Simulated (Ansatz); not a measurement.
## Is InSnMo in the AlB2 type a stable metal?

The plan: relax InSnMo in the AlB2 type, check its phonons, and, if the lattice is stable, compute its Eliashberg function and ρ(T).

Calculated with Ansatz 0.2.0; DFT PBEsol, scalar-relativistic, plane waves, PAW; PAW set soft_1.

Report form: the programs' logs are mostly left out.

The structure was built from a prototype and need not be the compound's stable phase.

## (1) The structure

The structure is hexagonal, space group P-6m2 (No. 187). Conventional cell: a = 4.228 Å, b = 4.228 Å, c = 4.439 Å, α = 90.00°, β = 90.00°, γ = 120.00°. Mo has 6 Sn at 3.30 Å and 6 In at 3.30 Å nearest. Nearest to Sn lie 3 In at 2.44 Å and 6 Mo at 3.30 Å. In has 3 Sn at 2.44 Å and 6 Mo at 3.30 Å nearest. Farther neighbours are not listed.

## (2) Relaxation

Lattice constant and positions set the bands and the force constants, so the cell is relaxed first.

File input.yaml:

```yaml
crystal:
  lattice:
    - [4.22803, 0.0, 0.0]
    - [-2.11401, 3.66158, 0.0]
    - [0.0, 0.0, 4.43943]
  atoms:
    - { symbol: Mo, position: [0.0, 0.0, 0.0] }
    - { symbol: Sn, position: [0.33333333, 0.66666667, 0.5] }
    - { symbol: In, position: [0.66666667, 0.33333333, 0.5] }
kpoints:
  mp_grid: { grid: [9, 9, 8] }
hamiltonian:
  xc: pbesol
  pseudopotentials: { kind: paw, azcp: { folder: soft_1 }, xc_functional: pbe }
scf:
  occupations: { method: gaussian, width: 0.1 }
output:
  forces: true
  stress: true
  eigenvalues: true
relax:
  adjacent_minimum: "off"
  f_tol: 0.005
  max_steps: 80
  cell: { stress_tol: 0.05 }
```

Command:

```
> ansatz run input.yaml --threads 4 --pin off --max-ram 12288MiB --backend cpu --events-out ev --progress --plain --runs-dir out
```

Elapsed: 58 s, on 4 threads of Intel Xeon Platinum 8488C (Sapphire Rapids), shared host; peak memory 0.55 GiB.

Step by step:

| step | energy less that of the first step (eV) | largest force component (eV/Å) | pressure (GPa) | volume (Å³) |
| --- | --- | --- | --- | --- |
| 1 | 0.0000 | 0.0000 | 5.71 | 68.73 |
| 2 | -0.7789 | 0.0000 | -0.27 | 69.88 |
| 3 | -1.3360 | 0.0000 | -1.93 | 68.32 |
| 4 | -1.8690 | 0.0000 | -2.74 | 66.10 |
| 5 | -2.3811 | 0.0000 | -2.46 | 63.54 |
| 6 | -2.8908 | 0.0000 | -1.50 | 60.91 |
| 7 | -3.3438 | 0.0000 | 1.22 | 58.33 |
| 8 | -3.8080 | 0.0000 | 3.26 | 57.06 |
| 9 | -3.9026 | 0.0000 | 3.92 | 57.48 |
| 10 | -3.8609 | 0.0000 | -7.68 | 63.05 |
| 11 | -3.9715 | 0.0000 | 0.07 | 58.73 |
| 12 | -3.9743 | 0.0000 | 0.16 | 58.61 |
| 13 | -3.9744 | 0.0000 | 0.00 | 58.67 |
| 14* | -3.9831 | 0.0000 | 0.34 | 58.67 |
| 15 | -3.9834 | 0.0000 | 0.03 | 58.85 |
| 16* | -3.9835 | 0.0000 | 0.03 | 58.85 |

Relaxation steps marked * repeat the geometry before them on a plane-wave basis chosen anew for their cell, so energy and pressure can jump there. Relaxation step 10 was tried and not accepted.

The run keeps the 12 symmetry operations that it works with, so distortions that break them were not tested.

| cell as run | before | after | change |
| --- | --- | --- | --- |
| a (Å) | 4.228 | 4.915 | +16.3 % |
| b (Å) | 4.228 | 4.915 | +16.3 % |
| c (Å) | 4.439 | 2.813 | -36.6 % |
| volume (Å³/atom) | 22.91 | 19.62 | -14.4 % |

The relaxed structure:

```xyz
3
Lattice="4.9153 0.0000 0.0000 -2.4577 4.2568 0.0000 0.0000 0.0000 2.8126" Properties=species:S:1:pos:R:3 pbc="T T T"
Mo    0.0000    0.0000    0.0000
Sn    0.0000    2.8379    1.4063
In    2.4577    1.4189    1.4063
```

This step gave:

```yaml
pressure: 0.02861 GPa
volume_per_atom: 19.62 Å³/atom
metallic_on_mesh: yes
gap_on_the_k_mesh: 0 eV
```

The largest force is now zero by symmetry and the largest stress component 0.043 GPa.

## (3) Relaxation

The relaxation is repeated from the new cell as a check.

input.yaml, the sections that differ from step 2:

```yaml
crystal:
  lattice:
    - [4.9153309229, -3.356e-06, 0.0]
    - [-2.457662555, 4.2568031252, 0.0]
    - [0.0, 0.0, 2.8125925352]
  atoms:
    - { symbol: Mo, position: [0.0, 0.0, 0.0] }
    - { symbol: Sn, position: [0.3333333333, 0.6666666667, 0.5] }
    - { symbol: In, position: [0.6666666667, 0.3333333333, 0.5] }
kpoints:
  mp_grid: { grid: [9, 9, 10] }
# hamiltonian, scf, output, relax: as in step 2
```

It took 16 s on 4 threads; peak memory 0.56 GiB.

Relaxation path:

| step | energy less that of the first step (eV) | largest force component (eV/Å) | pressure (GPa) | volume (Å³) |
| --- | --- | --- | --- | --- |
| 1 | 0.0000 | 0.0000 | 0.05 | 58.85 |
| 2 | -0.0001 | 0.0000 | -0.13 | 58.88 |
| 3 | -0.0002 | 0.0000 | 0.07 | 58.79 |
| 4 | -0.0002 | 0.0000 | -0.02 | 58.84 |
| 5 | -0.0002 | 0.0000 | -0.02 | 58.84 |

The log counts 1 steps on a newly chosen plane-wave basis, not all of them marked here; energy and pressure can jump at such steps.

| conventional cell, symmetrised | before | after | change |
| --- | --- | --- | --- |
| a (Å) | 4.915 | 4.910 | -0.1 % |
| b (Å) | 4.915 | 4.910 | -0.1 % |
| c (Å) | 2.813 | 2.818 | +0.2 % |
| volume (Å³/atom) | 19.62 | 19.61 | -0.0 % |

The relaxed structure:

```xyz
3
Lattice="4.9105 0.0000 0.0000 -2.4552 4.2526 0.0000 0.0000 0.0000 2.8179" Properties=species:S:1:pos:R:3 pbc="T T T"
Mo    0.0000    0.0000    0.0000
Sn    0.0000    2.8351    1.4089
In    2.4552    1.4175    1.4089
```

Numbers from this step:

```yaml
pressure: -0.01770 GPa
volume_per_atom: 19.61 Å³/atom
```

The largest force is now zero by symmetry and the largest stress component 0.027 GPa.

## (4) Tight relaxation

No force is left; the cell is relaxed once more with another smearing and tight thresholds.

input.yaml, the sections that differ from step 3:

```yaml
crystal:
  lattice:
    - [4.9104623887, -3.3527e-06, 0.0]
    - [-2.4552282908, 4.2525868493, 0.0]
    - [0.0, 0.0, 2.8178652064]
  atoms:
    - { symbol: Mo, position: [0.0, 0.0, 0.0] }
    - { symbol: Sn, position: [0.3333333333, 0.6666666667, 0.5] }
    - { symbol: In, position: [0.6666666667, 0.3333333333, 0.5] }
kpoints:
  mp_grid: { grid: [6, 6, 10] }
scf:
  occupations: { method: methfessel_paxton, width: 0.2 }
relax:
  adjacent_minimum: "off"
  f_tol: 0.001
  max_steps: 60
  cell: { stress_tol: 0.01 }
# hamiltonian, output: as in step 3
```

Run time: 11 s. Hardware: 4 threads; peak memory 0.52 GiB; 41 s of CPU time.

Step by step:

| step | energy less that of the first step (eV) | largest force component (eV/Å) | pressure (GPa) | volume (Å³) |
| --- | --- | --- | --- | --- |
| 1 | 0.0000 | 0.0000 | 0.01 | 58.84 |
| 2 | 0.0000 | 0.0000 | -0.06 | 58.84 |
| 3 | -0.0001 | 0.0000 | 0.02 | 58.82 |
| 4 | -0.0001 | 0.0000 | -0.02 | 58.84 |
| 5 | -0.0001 | 0.0000 | 0.00 | 58.83 |
| 6 | -0.0001 | 0.0000 | 0.00 | 58.83 |

The log counts 1 steps on a newly chosen plane-wave basis, not all of them marked here; energy and pressure can jump at such steps.

| conventional cell, symmetrised | before | after | change |
| --- | --- | --- | --- |
| a (Å) | 4.910 | 4.907 | -0.1 % |
| b (Å) | 4.910 | 4.907 | -0.1 % |
| c (Å) | 2.818 | 2.821 | +0.1 % |
| volume (Å³/atom) | 19.61 | 19.61 | -0.0 % |

The relaxed structure:

```xyz
3
Lattice="4.9073 0.0000 0.0000 -2.4537 4.2499 0.0000 0.0000 0.0000 2.8207" Properties=species:S:1:pos:R:3 pbc="T T T"
Mo    0.0000    0.0000    0.0000
Sn    0.0000    2.8333    1.4104
In    2.4537    1.4166    1.4104
```

This step gave:

* pressure: -4.85e-6 GPa

The largest force is now zero by symmetry and the largest stress component 3.7e-5 GPa, small enough for phonons.

## (5) Phonons by linear response: q 2×2×2, k 4×4×6

Couplings are defined for a stable lattice alone, so phonons come first.

File input.yaml:

```yaml
crystal:
  lattice:
    - [4.907339641, -3.3506e-06, 0.0]
    - [-2.4536669188, 4.2498824694, 0.0]
    - [0.0, 0.0, 2.8207335998]
  atoms:
    - { symbol: Mo, position: [0.0, 0.0, 0.0] }
    - { symbol: Sn, position: [0.3333333333, 0.6666666667, 0.5] }
    - { symbol: In, position: [0.6666666667, 0.3333333333, 0.5] }
kpoints:
  mp_grid: { grid: [4, 4, 6] }
hamiltonian:
  xc: pbesol
  pseudopotentials: { kind: paw, azcp: { folder: soft_1 }, xc_functional: pbe }
scf:
  occupations: { method: methfessel_paxton, width: 0.2 }
output:
  eigenvalues: true
phonons:
  method: dfpt
  qmesh: [2, 2, 2]
  temperatures: { t_max: 1000, t_step: 50 }
  qpath:
    path:
      - [[0.0, 0.0, 0.0], [0.5, 0.0, 0.0], [0.33333333, 0.33333333, 0.0], [0.0, 0.0, 0.0], [0.0, 0.0, 0.5], [0.5, 0.0, 0.5], [0.33333333, 0.33333333, 0.5], [0.0, 0.0, 0.5]]
      - [[0.5, 0.0, 0.5], [0.5, 0.0, 0.0]]
      - [[0.33333333, 0.33333333, 0.5], [0.33333333, 0.33333333, 0.0]]
    npoints: 10
```

Run time: 31 s. Hardware: 4 threads; peak memory 0.63 GiB; 1.9 min of CPU time.

Numbers from this step:

```yaml
share_of_imaginary_modes_in_the_plain_interpolation_between_solved_wavevectors: 0.2111
highest_frequency_solved_or_plainly_interpolated: 209.1 cm⁻¹
```

Solved on the 2×2×2 mesh alone; all other wavevectors are interpolated. Phonon branches along the path, in cm⁻¹:

| point | branch 1 | branch 2 | branch 3 | branch 4 | branch 5 | branch 6 | branch 7 | branch 8 | branch 9 |
| --- | --- | --- | --- | --- | --- | --- | --- | --- | --- |
| Γ | -58 | -29 | 0 | 0 | 0 | 83 | 83 | 177 | 177 |
| halfway | -58 | -34 | -7 | 23 | 71 | 93 | 100 | 173 | 182 |
| M | -57 | -44 | 9 | 34 | 101 | 102 | 111 | 171 | 188 |
| halfway | -55 | -44 | -14 | 14 | 103 | 111 | 117 | 160 | 193 |
| K | -53 | -44 | -22 | -20 | 106 | 111 | 138 | 143 | 196 |
| halfway | -58 | -36 | -11 | 16 | 82 | 97 | 103 | 169 | 185 |
| Γ | -58 | -29 | 0 | 0 | 0 | 83 | 83 | 177 | 177 |
| halfway | -73 | -70 | -70 | 45 | 45 | 128 | 146 | 169 | 169 |
| A | -114 | -114 | -94 | 20 | 20 | 162 | 162 | 184 | 209 |
| halfway | -87 | -48 | -30 | -26 | 66 | 156 | 166 | 187 | 207 |
| L | -46 | -46 | 74 | 88 | 108 | 148 | 171 | 189 | 206 |
| halfway | -49 | 33 | 80 | 97 | 103 | 139 | 175 | 189 | 205 |
| H | -51 | 84 | 84 | 87 | 114 | 123 | 177 | 189 | 205 |
| halfway | -73 | -36 | -25 | 39 | 76 | 152 | 169 | 187 | 207 |
| A | -114 | -114 | -94 | 20 | 20 | 162 | 162 | 184 | 209 |
| jump to L | -46 | -46 | 74 | 88 | 108 | 148 | 171 | 189 | 206 |
| halfway | -22 | 39 | 64 | 95 | 109 | 132 | 143 | 159 | 179 |
| M | -57 | -44 | 9 | 34 | 101 | 102 | 111 | 171 | 188 |
| jump to H | -51 | 84 | 84 | 87 | 114 | 123 | 177 | 189 | 205 |
| halfway | -39 | 50 | 95 | 98 | 126 | 133 | 133 | 142 | 187 |
| K | -53 | -44 | -22 | -20 | 106 | 111 | 138 | 143 | 196 |

Lowest modes at the softest wavevector of the mesh. Modes at q = (0.000, 0.000, 0.500), with each element's share of the kinetic energy (negative means imaginary):

| mode | frequency (cm⁻¹) | Mo % | Sn % | In % |
| --- | --- | --- | --- | --- |
| 1 | -114.5 | 100 | 0 | 0 |
| 2 | -114.5 | 100 | 0 | 0 |
| 3 | -94.3 | 100 | 0 | 0 |
| 4 | 20.4 | 0 | 55 | 45 |
| 5 | 20.4 | 0 | 55 | 45 |
| 6 | 161.6 | 0 | 45 | 55 |

Displacements in mode 1 (-114.5 cm⁻¹), the largest set to 1, in the home cell:
```
Mo1 0.00 1.00 0.00
Sn2 0.00 0.00 0.00
In3 0.00 0.00 0.00
```

Displacements in mode 6 (161.6 cm⁻¹), the largest set to 1, in the home cell (x, y, z of the real part, then of the imaginary part):
```
Mo1  0.00  0.00  0.00  0.00  0.00  0.00
Sn2 -0.12  0.89  0.00 -0.03  0.00  0.00
In3  0.14 -1.00  0.00  0.03  0.00  0.00
```

Among the solved wavevectors the lowest mode, translations apart, is -114 cm⁻¹, imaginary.

## (6) Lattice stability: q 3×3×2, k 6×6×8

An imaginary mode on so few k-points may come from the sampling, so the phonons are repeated with another q and k mesh.

input.yaml, as its differences from that of step 5:

```diff
@@ -10,3 +10,3 @@
 kpoints:
-  mp_grid: { grid: [4, 4, 6] }
+  mp_grid: { grid: [6, 6, 8] }
 hamiltonian:
@@ -20,3 +20,3 @@
   method: dfpt
-  qmesh: [2, 2, 2]
+  qmesh: [3, 3, 2]
   temperatures: { t_max: 1000, t_step: 50 }
```

Run time: 2.3 min. Hardware: 4 threads; peak memory 1.1 GiB.

Numbers from this step:

| Property | Result |
| --- | --- |
| share of imaginary modes in the plain interpolation between solved wavevectors | 0.1493 |
| highest frequency, solved or plainly interpolated | 216.9 cm⁻¹ |

Solved on the 3×3×2 mesh alone; all other wavevectors are interpolated. The phonon branches at the labelled points (cm⁻¹):

| point | branch 1 | branch 2 | branch 3 | branch 4 | branch 5 | branch 6 | branch 7 | branch 8 | branch 9 |
| --- | --- | --- | --- | --- | --- | --- | --- | --- | --- |
| Γ | -54 | -18 | 0 | 0 | 0 | 79 | 79 | 181 | 181 |
| halfway | -54 | -32 | 10 | 27 | 72 | 86 | 101 | 175 | 185 |
| M | -58 | -43 | 19 | 26 | 81 | 100 | 105 | 170 | 188 |
| halfway | -59 | -42 | -33 | 6 | 75 | 93 | 118 | 158 | 193 |
| K | -61 | -49 | -40 | -17 | 68 | 86 | 138 | 139 | 196 |
| halfway | -55 | -34 | 8 | 16 | 81 | 84 | 106 | 170 | 188 |
| Γ | -54 | -18 | 0 | 0 | 0 | 79 | 79 | 181 | 181 |
| halfway | 26 | 26 | 54 | 94 | 94 | 128 | 152 | 171 | 171 |
| A | 25 | 25 | 84 | 109 | 109 | 161 | 161 | 185 | 217 |
| halfway | -32 | 22 | 74 | 101 | 113 | 156 | 166 | 186 | 211 |
| L | -50 | 51 | 86 | 111 | 132 | 147 | 170 | 189 | 207 |
| halfway | -53 | 71 | 96 | 121 | 138 | 140 | 173 | 190 | 208 |
| H | -56 | 88 | 115 | 122 | 130 | 148 | 176 | 191 | 208 |
| halfway | -39 | 30 | 79 | 104 | 118 | 152 | 168 | 186 | 210 |
| A | 25 | 25 | 84 | 109 | 109 | 161 | 161 | 185 | 217 |
| jump to L | -50 | 51 | 86 | 111 | 132 | 147 | 170 | 189 | 207 |
| halfway | -30 | -10 | 96 | 104 | 109 | 133 | 145 | 159 | 180 |
| M | -58 | -43 | 19 | 26 | 81 | 100 | 105 | 170 | 188 |
| jump to H | -56 | 88 | 115 | 122 | 130 | 148 | 176 | 191 | 208 |
| halfway | -52 | 46 | 102 | 118 | 127 | 132 | 137 | 145 | 186 |
| K | -61 | -49 | -40 | -17 | 68 | 86 | 138 | 139 | 196 |

Lowest modes at the softest wavevector of the mesh. Modes at q = (0.333, 0.333, 0.000), with each element's share of the kinetic energy (negative means imaginary):

| mode | frequency (cm⁻¹) | Mo % | Sn % | In % |
| --- | --- | --- | --- | --- |
| 1 | -60.8 | 100 | 0 | 0 |
| 2 | -48.6 | 0 | 50 | 50 |
| 3 | -40.2 | 0 | 100 | 0 |
| 4 | -16.8 | 0 | 0 | 100 |
| 5 | 68.5 | 98 | 0 | 2 |
| 6 | 86.0 | 100 | 0 | 0 |

Displacements in mode 1 (-60.8 cm⁻¹), the largest set to 1, in the home cell:
```
Mo1 0.00 0.00 1.00
Sn2 0.00 0.00 0.00
In3 0.00 0.00 0.00
```

Displacements in mode 2 (-48.6 cm⁻¹), the largest set to 1, in the home cell (x, y, z of the real part, then of the imaginary part):
```
Mo1  0.00  0.00  0.00  0.00  0.00  0.00
Sn2  0.79  0.60  0.00  0.60 -0.79  0.00
In3 -0.12 -0.99  0.00  0.99 -0.12  0.00
```

The modes has structure finer than the step of the table below, so its rows give means over 10 cm⁻¹, whole bins alone (the curve runs from -70.6 to 233 cm⁻¹). Peaks (cm⁻¹: height): In -47.7: 0.0118, 24.8: 0.0143, 64.8: 0.0109, 85.8: 0.0193, 156.4: 0.0299, 171.6: 0.0434, 183.1: 0.0380; Mo -49.6: 0.0156, 24.8: 0.0151, 103.0: 0.0632; Sn -42.0: 0.0149, 24.8: 0.0149, 95.3: 0.0171, 127.8: 0.0133, 152.6: 0.0267, 173.5: 0.0403, 207.9: 0.0167.

Phonopy on the run's constants, 13x13x19 mesh, Gaussian sigma 2.2 cm⁻¹. Table of modes by wavenumber; means over each step; values in 1/cm⁻¹/cell:

| wavenumber (cm⁻¹) | In | Mo | Sn |
| --- | --- | --- | --- |
| -60 | 0.00102 | 0.00643 | 0.00169 |
| -50 | 0.00990 | 0.0128 | 0.0122 |
| -40 | 0.00989 | 0.00978 | 0.0129 |
| -30 | 0.00774 | 0.00761 | 0.0101 |
| -20 | 0.00555 | 0.00477 | 0.00941 |
| -10 | 0.00378 | 0.00337 | 0.00373 |
| 0 | 0.00148 | 5.3e-4 | 0.00112 |
| 10 | 0.00524 | 0.00340 | 0.00391 |
| 20 | 0.0105 | 0.00919 | 0.0106 |
| 30 | 0.0112 | 0.00894 | 0.00691 |
| 40 | 0.00318 | 0.00713 | 0.00168 |
| 50 | 0.00448 | 0.00744 | 0.00722 |
| 60 | 0.00612 | 0.00654 | 0.00416 |
| 70 | 0.00518 | 0.0107 | 0.00482 |
| 80 | 0.0100 | 0.0239 | 0.00986 |
| 90 | 0.0134 | 0.0369 | 0.0148 |
| 100 | 0.0120 | 0.0565 | 0.0148 |
| 110 | 0.0139 | 0.0421 | 0.0120 |
| 120 | 0.00606 | 0.0199 | 0.00653 |
| 130 | 0.00686 | 0.0120 | 0.00889 |
| 140 | 0.0125 | 0.00524 | 0.00528 |
| 150 | 0.0174 | 0.00160 | 0.0184 |
| 160 | 0.0259 | 7.6e-4 | 0.0195 |
| 170 | 0.0358 | 8.8e-4 | 0.0308 |
| 180 | 0.0350 | 8.9e-4 | 0.0262 |
| 190 | 0.0225 | 5.5e-4 | 0.0210 |
| 200 | 0.00177 | 7.5e-5 | 0.0104 |
| 210 | 0.00117 | 5.5e-5 | 0.0105 |
| 220 | 1.2e-4 | 2.5e-7 | 5.4e-4 |

No LO-TO term; unit eigenvectors of the mass-weighted matrix. Modes at Γ, with each element's share of the kinetic energy (negative means imaginary):

| mode | frequency (cm⁻¹) | symmetry | Mo % | Sn % | In % |
| --- | --- | --- | --- | --- | --- |
| 1 | -54.2 | A2'' | 35 | 59 | 6 |
| 2 | -18.1 | A2'' | 36 | 5 | 59 |
| 3 | 0.0 | unnamed | 29 | 36 | 35 |
| 4 | 0.0 | unnamed | 29 | 36 | 35 |
| 5 | 0.0 | unnamed | 29 | 36 | 35 |
| 6 | 79.4 | E' | 71 | 17 | 13 |
| 7 | 79.4 | E' | 71 | 17 | 13 |
| 8 | 180.7 | E' | 0 | 47 | 52 |
| 9 | 180.7 | E' | 0 | 47 | 52 |

Displacements in mode 1 (-54.2 cm⁻¹), the largest set to 1:
```
Mo1  0.00  0.00 -0.86
Sn2  0.00  0.00  1.00
In3  0.00  0.00 -0.32
```

Displacements in mode 9 (180.7 cm⁻¹), the largest set to 1:
```
Mo1  0.00 -0.04  0.00
Sn2  0.00 -0.94  0.00
In3  0.00  1.00  0.00
```

Among the solved wavevectors the lowest mode, translations apart, is -60.8 cm⁻¹, imaginary.

## (7) Phonons by linear response: Fermi–Dirac smearing of 0.3 eV

The phonons are repeated on the same meshes with a wide Fermi–Dirac smearing, to see whether the soft mode comes from sharp features of the Fermi surface.

input.yaml, as its differences from that of step 6:

```diff
@@ -15,3 +15,3 @@
 scf:
-  occupations: { method: methfessel_paxton, width: 0.2 }
+  occupations: { method: fermi_dirac, width: 0.3 }
 output:
```

Elapsed: 2.3 min, on 4 threads; peak memory 1.1 GiB; 8.9 min of CPU time.

This step gave:

| Item | Value |
| --- | --- |
| share of imaginary modes in the plain interpolation between solved wavevectors | 0.142 |
| highest frequency, solved or plainly interpolated | 214.6 cm⁻¹ |

Solved on the 3×3×2 mesh alone; all other wavevectors are interpolated. The phonon branches at the labelled points (cm⁻¹):

| point | branch 1 | branch 2 | branch 3 | branch 4 | branch 5 | branch 6 | branch 7 | branch 8 | branch 9 |
| --- | --- | --- | --- | --- | --- | --- | --- | --- | --- |
| Γ | -48 | 0 | 0 | 0 | 17 | 82 | 82 | 179 | 179 |
| halfway | -50 | -29 | 17 | 22 | 68 | 85 | 92 | 173 | 184 |
| M | -49 | -42 | 20 | 23 | 82 | 83 | 103 | 166 | 188 |
| halfway | -47 | -40 | -28 | 12 | 75 | 83 | 117 | 157 | 191 |
| K | -44 | -42 | -38 | -13 | 69 | 82 | 137 | 140 | 193 |
| halfway | -50 | -31 | 10 | 15 | 74 | 83 | 98 | 169 | 186 |
| Γ | -48 | 0 | 0 | 0 | 17 | 82 | 82 | 179 | 179 |
| halfway | 22 | 22 | 34 | 83 | 83 | 128 | 151 | 170 | 170 |
| A | 26 | 26 | 52 | 85 | 85 | 160 | 160 | 184 | 215 |
| halfway | -30 | 30 | 74 | 91 | 94 | 155 | 164 | 187 | 211 |
| L | -48 | 58 | 85 | 104 | 109 | 147 | 169 | 190 | 208 |
| halfway | -52 | 60 | 95 | 103 | 119 | 137 | 172 | 190 | 208 |
| H | -56 | 63 | 106 | 113 | 120 | 126 | 175 | 191 | 208 |
| halfway | -37 | 37 | 79 | 91 | 100 | 151 | 167 | 188 | 210 |
| A | 26 | 26 | 52 | 85 | 85 | 160 | 160 | 184 | 215 |
| jump to L | -48 | 58 | 85 | 104 | 109 | 147 | 169 | 190 | 208 |
| halfway | -30 | 27 | 93 | 94 | 95 | 134 | 147 | 156 | 179 |
| M | -49 | -42 | 20 | 23 | 82 | 83 | 103 | 166 | 188 |
| jump to H | -56 | 63 | 106 | 113 | 120 | 126 | 175 | 191 | 208 |
| halfway | -50 | 34 | 87 | 104 | 126 | 131 | 136 | 146 | 184 |
| K | -44 | -42 | -38 | -13 | 69 | 82 | 137 | 140 | 193 |

Lowest modes at the softest wavevector of the mesh. Modes at q = (0.333, 0.333, 0.500), with each element's share of the kinetic energy (negative means imaginary):

| mode | frequency (cm⁻¹) | Mo % | Sn % | In % |
| --- | --- | --- | --- | --- |
| 1 | -55.7 | 0 | 53 | 47 |
| 2 | 62.9 | 96 | 2 | 3 |
| 3 | 105.8 | 99 | 1 | 0 |
| 4 | 113.2 | 0 | 100 | 0 |
| 5 | 120.3 | 0 | 0 | 100 |
| 6 | 126.4 | 98 | 0 | 2 |

Displacements in mode 1 (-55.7 cm⁻¹), the largest set to 1, in the home cell (x, y, z of the real part, then of the imaginary part):
```
Mo1  0.00  0.00 -0.03  0.00  0.00  0.00
Sn2  0.00 -1.00  0.00 -1.00  0.00  0.00
In3  0.83  0.48  0.00 -0.48  0.83  0.00
```

Displacements in mode 3 (105.8 cm⁻¹), the largest set to 1, in the home cell (x, y, z of the real part, then of the imaginary part):
```
Mo1  0.00  1.00  0.00 -1.00  0.00  0.00
Sn2  0.00  0.00  0.14  0.00  0.00  0.00
In3  0.00  0.00  0.00  0.00  0.00  0.00
```

Among the solved wavevectors the lowest mode, translations apart, is -55.7 cm⁻¹, imaginary.

## (8) Summary of results

| Property | Result |
| --- | --- |
| phonon run of the rows without a label of their own | PBEsol, q 3×3×2, k 6×6×8 |
| softest mode on the q mesh | -60.8 cm⁻¹ at q = (0.333, 0.333, 0) |
| highest frequency, solved or plainly interpolated | 217 cm⁻¹ |

The lattice is dynamically unstable at this level: a mode at q = (0.333, 0.333, 0) is imaginary, 60.8i cm⁻¹, so no harmonic coupling constant or resistivity is defined for this structure. These meshes are coarse, and single modes of a metal can move by tens of cm⁻¹ with the k mesh. The phonon runs are not spin-polarised. The PAW files were made for PBE; under other functionals the run regenerates their frozen core. The structure was built by hand as an ordered model, and its stability against other phases was not tested.

[Logs are printed without paths, hosts, clocks, repeated set-up lines and the standing remarks that a program may print on its own settings, such as how far it seeks lower states.]

[Hosts, paths, dates, database ids (printed as entryN), source tags and the programs' standing remarks are cut or masked in the printed files.]
